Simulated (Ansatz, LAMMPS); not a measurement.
# Relaxing a frame of liquid K(F,Br) from 1000 K (94 atoms), part 2 of 2

How does a frame of liquid K(F,Br) from 1000 K (94 atoms) relax, and what do bonds, charges and levels look like afterwards?

Ansatz 0.2.0; Kohn-Sham DFT, PBE, PAW (set soft_2), plane waves.

The cell: 47 K, 18 F and 29 Br. The starting topology of bonds comes from the classical model. The ion parameters were fitted for water, not for melts. Only the Γ point is sampled, in a cell whose shortest periodic width is 15 Å.

So far, density (g/cm³): step 5 (distances and neighbours after relaxation) 2.07.

### 6. Single point at the relaxed geometry

One more single point at the end of the walk gives the fuller output and checks the residual forces.

input.yaml

```yaml
crystal:
  lattice:
    - [15.3316, 0.0, 0.0]
    - [0.0, 15.3316, 0.0]
    - [0.0, 0.0, 15.3316]
  atoms:
    - { symbol: K, position: [0.6114, 0.01303, 0.13929] }
    - { symbol: K, position: [0.54138, 0.78084, 0.38601] }
    - { symbol: K, position: [0.47965, 0.98548, 0.91813] }
    - { symbol: K, position: [0.4773, 0.00789, 0.35641] }
    - { symbol: K, position: [0.47541, 0.24824, 0.0594] }
    - { symbol: K, position: [0.48769, 0.89244, 0.68063] }
    - { symbol: K, position: [0.97314, 0.48015, 0.89616] }
    - { symbol: K, position: [0.97958, 0.99174, 0.46047] }
    - { symbol: K, position: [0.46409, 0.54919, 0.1328] }
    - { symbol: K, position: [0.806, 0.26487, 0.40043] }
    - { symbol: K, position: [0.72624, 0.96353, 0.3416] }
    - { symbol: K, position: [0.54761, 0.18926, 0.68506] }
    - { symbol: K, position: [0.65911, 0.47325, 0.90981] }
    - { symbol: K, position: [0.83869, 0.47333, 0.12017] }
    - { symbol: K, position: [0.92453, 0.04407, 0.1929] }
    - { symbol: K, position: [0.02219, 0.2151, 0.5438] }
    - { symbol: K, position: [0.31061, 0.07474, 0.71122] }
    - { symbol: K, position: [0.23004, 0.44529, 0.23095] }
    - { symbol: K, position: [0.77198, 0.08301, 0.60264] }
    - { symbol: K, position: [0.30565, 0.30147, 0.54095] }
    - { symbol: K, position: [0.55709, 0.34726, 0.35477] }
    - { symbol: K, position: [0.70798, 0.71328, 0.59779] }
    - { symbol: K, position: [0.70456, 0.39224, 0.58177] }
    - { symbol: K, position: [0.42385, 0.83562, 0.1935] }
    - { symbol: K, position: [0.085, 0.18271, 0.81578] }
    - { symbol: K, position: [0.01311, 0.4555, 0.33298] }
    - { symbol: K, position: [0.08186, 0.64879, 0.17298] }
    - { symbol: K, position: [0.25767, 0.15981, 0.29309] }
    - { symbol: K, position: [0.97812, 0.81691, 0.29409] }
    - { symbol: K, position: [0.18201, 0.75437, 0.93938] }
    - { symbol: K, position: [0.23182, 0.39785, 0.92893] }
    - { symbol: K, position: [0.03051, 0.26237, 0.02981] }
    - { symbol: K, position: [0.08547, 0.4079, 0.72052] }
    - { symbol: K, position: [0.92999, 0.69823, 0.79271] }
    - { symbol: K, position: [0.73013, 0.05669, 0.95894] }
    - { symbol: K, position: [0.69202, 0.55827, 0.34211] }
    - { symbol: K, position: [0.41963, 0.59411, 0.79661] }
    - { symbol: K, position: [0.96512, 0.60287, 0.5857] }
    - { symbol: K, position: [0.18651, 0.03538, 0.06483] }
    - { symbol: K, position: [0.7262, 0.22095, 0.12358] }
    - { symbol: K, position: [0.65635, 0.77384, 0.99619] }
    - { symbol: K, position: [0.49663, 0.56877, 0.53061] }
    - { symbol: K, position: [0.03027, 0.95277, 0.88712] }
    - { symbol: K, position: [0.25595, 0.66043, 0.37153] }
    - { symbol: K, position: [0.84898, 0.25968, 0.7488] }
    - { symbol: K, position: [0.16064, 0.80771, 0.68898] }
    - { symbol: K, position: [0.25747, 0.91038, 0.44706] }
    - { symbol: F, position: [0.58242, 0.91377, 0.27738] }
    - { symbol: F, position: [0.62284, 0.93433, 0.99141] }
    - { symbol: F, position: [0.69747, 0.40219, 0.41522] }
    - { symbol: F, position: [0.07694, 0.3436, 0.88406] }
    - { symbol: F, position: [0.62164, 0.65277, 0.46349] }
    - { symbol: F, position: [0.70938, 0.23105, 0.65462] }
    - { symbol: F, position: [0.98296, 0.54132, 0.74201] }
    - { symbol: F, position: [0.00388, 0.26341, 0.69778] }
    - { symbol: F, position: [0.14111, 0.56307, 0.30337] }
    - { symbol: F, position: [0.06796, 0.10591, 0.97052] }
    - { symbol: F, position: [0.88739, 0.94568, 0.32756] }
    - { symbol: F, position: [0.77756, 0.05995, 0.12064] }
    - { symbol: F, position: [0.86071, 0.70851, 0.64427] }
    - { symbol: F, position: [0.06487, 0.79877, 0.82321] }
    - { symbol: F, position: [0.60106, 0.14923, 0.02637] }
    - { symbol: F, position: [0.47434, 0.04757, 0.74941] }
    - { symbol: F, position: [0.88491, 0.13001, 0.49192] }
    - { symbol: F, position: [0.38751, 0.85729, 0.35378] }
    - { symbol: Br, position: [0.259, 0.2691, 0.10703] }
    - { symbol: Br, position: [0.35263, 0.10213, 0.49285] }
    - { symbol: Br, position: [0.25915, 0.95033, 0.87746] }
    - { symbol: Br, position: [0.36396, 0.74307, 0.57844] }
    - { symbol: Br, position: [0.12279, 0.01547, 0.62474] }
    - { symbol: Br, position: [0.2109, 0.58162, 0.81552] }
    - { symbol: Br, position: [0.81759, 0.33049, 0.94765] }
    - { symbol: Br, position: [0.39288, 0.04442, 0.14846] }
    - { symbol: Br, position: [0.49845, 0.35412, 0.56081] }
    - { symbol: Br, position: [0.59255, 0.69888, 0.1866] }
    - { symbol: Br, position: [0.09184, 0.76903, 0.47439] }
    - { symbol: Br, position: [0.88815, 0.61946, 0.2747] }
    - { symbol: Br, position: [0.26719, 0.27807, 0.74285] }
    [... 10 atom lines left out ...]
    - { symbol: Br, position: [0.86144, 0.05104, 0.79347] }
    - { symbol: Br, position: [0.40842, 0.50623, 0.3406] }
    - { symbol: Br, position: [0.91837, 0.40636, 0.5221] }
    - { symbol: Br, position: [0.61699, 0.54753, 0.71058] }
    - { symbol: Br, position: [0.63479, 0.15541, 0.31761] }
    - { symbol: Br, position: [0.28833, 0.67592, 0.1355] }
kpoints:
  mp_grid: { grid: [1, 1, 1] }
hamiltonian:
  xc: pbe
scf:
  occupations: { method: fixed }
output:
  forces: true
  stress: true
  populations: true
  dos:
    method: { smearing: { sigma: 0.15 } }
    de: 0.1
    projected: { site_lists: { Br: [Br], F: [F], K: [K] } }
  eigenvalues: true
  write_density: true
  write_potential: true
  volumetric_format: npy
```

Command:

```sh
$ ansatz run input.yaml --threads 4 --pin off --max-ram 8192MiB --backend cpu --events-out ev --progress --plain --runs-dir out
```

The job ended after 82 s (4 threads of Intel Xeon Platinum 8375C at 2.90GHz (Ice Lake), shared host; peak memory 4.5 GiB; 4.8 min of CPU time).

The program notes that the exchange-correlation potential is rough where the density is thin.

Numbers from this run:

```yaml
free_energy: -167679.3927 eV
free_energy_per_atom: -1783.8233 eV/atom
scf_cycles: 8
pressure: -0.3439 GPa
r_m_s_force_component: 0.0079 eV/Å
longest_force: 0.04488 eV/Å
fermi_energy: 0.02052 eV
spacing_of_highest_filled_and_lowest_empty_level: 3.753 eV
spilling_of_the_projection: 0.004106
```

Löwdin charges by element and coordination (they lack the spilled electrons, 0.033 e an atom on average):

```csv
element,coordination,atoms,mean charge (e),spread,least,most
Br,all,29,-0.677,0.0082,-0.695,-0.66
Br,4,1,-0.695,0,-0.695,-0.695
Br,5,11,-0.681,0.0044,-0.687,-0.675
Br,6,12,-0.675,0.0065,-0.687,-0.664
Br,7,5,-0.668,0.0075,-0.681,-0.66
F,all,18,-0.800,0.003,-0.810,-0.795
F,3,1,-0.810,0,-0.810,-0.810
F,4,15,-0.800,0.0018,-0.803,-0.797
F,5,2,-0.797,0.0015,-0.798,-0.795
K,all,47,0.790,0.0308,0.729,0.854
K,3,1,0.850,0,0.850,0.850
K,4,9,0.817,0.0312,0.751,0.854
K,5,22,0.782,0.0243,0.729,0.819
K,6,15,0.780,0.0259,0.730,0.821
```

States in the cell by windows of 1 eV, zero at the Fermi level; the larger projections on atomic orbitals stand beside the total:

```
from (eV)  to (eV)  total   Br p   F p  Br s    K p
      -14      -13    0.0    0.0   0.0   0.0    0.0
      -13      -12   64.9    0.1   0.0  43.8   18.1
      -12      -11  261.2    0.5   0.7  11.1  248.1
      -11      -10   13.9    0.0   0.1   0.1   13.6
      -10       -2    0.0    0.0   0.0   0.0    0.0
       -2       -1   94.7    9.7  80.7   0.0    0.6
       -1        0  181.5  151.6  23.6   0.1    0.8
        0        1    5.8    5.6   0.1   0.0    0.0
        1        3    0.0    0.0   0.0   0.0    0.0
        3        4    2.0    0.0   0.0   0.2    0.0
        4        5   11.1    0.6   0.1   0.7    0.1
```

With fixed occupations the program's Fermi level is the highest filled level; weight inside the gap is the broadening of levels at its edges.

Between -26 and -14 eV lie 36 more states.

About 100 of the 752 electrons lie in deeper levels, below the stored range.

The levels nearest the highest filled one (over half full), pooled over k-points and spins:

```
level less the highest filled one (eV)  occupation
                                -0.127           2
                               -0.0921           2
                               -0.0773           2
                               -0.0509           2
                               -0.0302           2
                                     0           2
                                  3.75           0
                                  4.61           0
                                  4.66           0
                                  4.73           0
                                  4.79           0
                                  4.85           0
```

Electrostatic potential energy in the ac plane at fractional y = 0.048, with atoms of K and F and Br within 0.2 Å of it. With pseudopotentials it is smooth inside the atoms' cores, unlike the true potential.

Ten even steps from '0' (-39 eV) to '9' (7 eV), each cell a mean:
```
9999999999999999999888999999850003799999999
9999999999999999998877889999862114899999999
9999999999999999998877899999988778999999999
9999999999999999999999999999999999975458999
9999999999999999999989999999999999710004899
9999999999987668999201799999999999830015999
9999999999862015899523899999999999998789999
9999767899874236899999999999999988999999999
9996100599998888999999999999998754578999999
9997212699999999999999999999998621268999999
9999989999999999999999999999998865689999999
8999999999999875789999999999999999999999988
7899999999999865789999999999999999999999876
7899999999999999999988999999999999999999877
9999999999999999998645789999999999999999999
9999878999999999987423689999999889999999999
9997303799999999998777899999999999999999999
9998545899999999999999999999999999999987789
8999999999999999888999999999999999999731137
8999999999999983001799998656899999999610016
9999998888999970000499986212689941279875568
9999985213689996435899998656899952389999999
9999973000589999999999999999999999999999999
9999997546899999999999999999986567999999999
```
Columns run along a (15.3 Å; values clipped at the 3rd and 97th percentile), rows up along c (15.3 Å). Atoms in or near the plane, at fractional coordinates: K at (0.92, 0.19), K at (0.73, 0.96), K at (0.19, 0.06), F at (0.78, 0.12), F at (0.47, 0.75), Br at (0.39, 0.15), Br at (0.86, 0.79).

Valence density in the ac plane at fractional y = 0.048, with atoms of K and F and Br within 0.2 Å of it. It is the smooth field of the valence electrons, not physical close to the nuclei.

Values in units of 1e0 e/Å³, 13 rows by 16 columns, each cell a mean:
```
0.1 0.2 0.1 0.0 0.0 0.0 0.0 0.2 0.1 0.0 0.2 2.9 1.6 0.0 0.0 0.0
0.0 0.0 0.0 0.1 0.1 0.0 0.0 0.2 0.1 0.0 0.0 0.3 0.2 0.3 0.2 0.0
0.0 0.0 0.0 0.0 0.1 0.1 0.1 1.5 0.4 0.0 0.0 0.0 0.3 0.9 0.8 0.1
0.0 0.1 0.1 0.1 1.4 1.8 0.3 4.3 1.0 0.0 0.0 0.0 0.1 0.5 0.4 0.0
0.1 0.7 0.8 0.2 0.4 0.4 0.0 0.0 0.0 0.0 0.0 0.2 0.9 0.2 0.0 0.0
0.1 0.5 0.5 0.1 0.1 0.2 0.1 0.0 0.0 0.0 0.0 0.3 1.3 0.2 0.0 0.0
0.2 0.0 0.0 0.0 0.1 0.7 0.4 0.0 0.0 0.0 0.0 0.0 0.0 0.0 0.1 0.4
0.1 0.0 0.0 0.0 0.1 0.2 0.2 0.4 0.2 0.0 0.0 0.0 0.0 0.0 0.0 0.3
0.1 0.5 0.5 0.1 0.0 0.0 0.1 1.2 0.5 0.1 0.1 0.1 0.0 0.0 0.0 0.0
0.1 0.6 0.6 0.1 0.0 0.0 0.1 0.1 0.0 0.0 0.0 0.0 0.0 0.0 0.5 0.4
0.1 0.1 0.1 0.0 0.0 0.5 0.8 0.4 0.1 0.7 0.5 0.1 0.6 0.2 2.6 2.0
0.0 0.0 1.0 1.3 0.1 0.5 0.8 0.4 0.1 1.1 0.7 0.4 4.7 0.6 0.2 0.1
0.0 0.1 1.3 1.7 0.1 0.0 0.1 0.0 0.0 0.0 0.1 0.5 0.3 0.0 0.0 0.0
```
Columns run along a (15.3 Å), rows up along c (15.3 Å). Atoms in or near the plane, at fractional coordinates: K at (0.92, 0.19), K at (0.73, 0.96), K at (0.19, 0.06), F at (0.78, 0.12), F at (0.47, 0.75), Br at (0.39, 0.15), Br at (0.86, 0.79).

Mean Löwdin charges: Br -0.68, F -0.80, K +0.79 e (they miss 0.41 % of the electrons, so they add up to more than the cell's charge).

A closer look about K22, which has 4 bonded neighbours where the commonest count for K is 5: 14 atoms, nearest first, numbered in the order of the input, with positions taken from that point.

```csv
atom,x,y,z,distance (Å),bonds,Löwdin charge (e)
K22,0.00,0.00,0.00,0.00,4,0.84
F60,2.34,-0.07,0.71,2.45,3,-0.81
F52,-1.32,-0.93,-2.06,2.62,4,-0.80
Br92,-1.40,-2.54,1.73,3.38,5,-0.69
Br81,-1.01,3.17,-0.94,3.45,6,-0.67
K42,-3.24,-2.22,-1.03,4.06,5,0.77
K2,-2.55,1.04,-3.25,4.26,6,0.81
K38,3.94,-1.69,-0.19,4.29,4,0.83
K6,-3.38,2.75,1.27,4.53,4,0.78
K34,3.40,-0.23,2.99,4.54,4,0.85
K36,-0.24,-2.38,-3.92,4.59,5,0.80
K23,-0.05,-4.92,-0.25,4.93,5,0.80
Br87,-3.24,0.99,3.96,5.21,4,-0.69
Br69,-5.27,0.46,-0.30,5.30,7,-0.68
```

The column of bonds counts only the pairs K-Br within 4.28 Å, K-F within 3.27 Å; other neighbours, such as metal atoms beside each other in a compound, aren't counted, and periodic images can show an atom twice.

### 7. What came out

| Quantity | Value |
| --- | --- |
| energy change in the relaxation | -92.89 meV/atom |
| r.m.s. displacement | 0.831 Å |
| largest displacement | 2.138 Å |
| free energy per atom | -1783.8233 eV/atom |
| pressure | -0.3439 GPa |
| r.m.s. force component | 0.0079 eV/Å |
| gap (highest filled to lowest empty level) | 3.753 eV |
| wall time of the 3 DFT runs | 16 min |

Relaxation lowers the energy by 92.9 meV/atom and moves atoms by 0.83 Å r.m.s.; the r.m.s. force component goes from 0.28 to 0.0079 eV/Å, the pressure goes from -0.52 to -0.34 GPa, and the gap from 3.07 to 3.75 eV. By the final cutoffs 17 of 230 bonded pairs parted and 26 joined. From the first step to the last the energy fell by 8.731 eV, and the largest move was 2.14 Å (F48). The K-F bonds change most in mean length: from 2.760 Å (spread 0.199) to 2.601 Å (spread 0.087), and their number from 72 to 73. With the cutoffs above, 41 % of Br atoms have 6, 83 % of F atoms have 4 and 47 % of K atoms have 5 bonded neighbours. The highest filled and lowest empty levels differ by 3.75 eV (at Γ alone); a semilocal functional tends to put such gaps too low. In a disordered cell it changes from sample to sample and from frame to frame.

**Limits.** The network of bonds at the start is that of the classical potential that made the cell; in DFT 17 of its 230 bonded pairs passed out of the cutoffs and 26 came within them.

[Logs are printed without paths, hosts, clocks, repeated set-up lines and the standing remarks that a program may print on its own settings, such as how far it seeks lower states.]

[Hosts, paths, dates, database ids (printed as entryN), source tags and the programs' standing remarks are cut or masked in the printed files.]
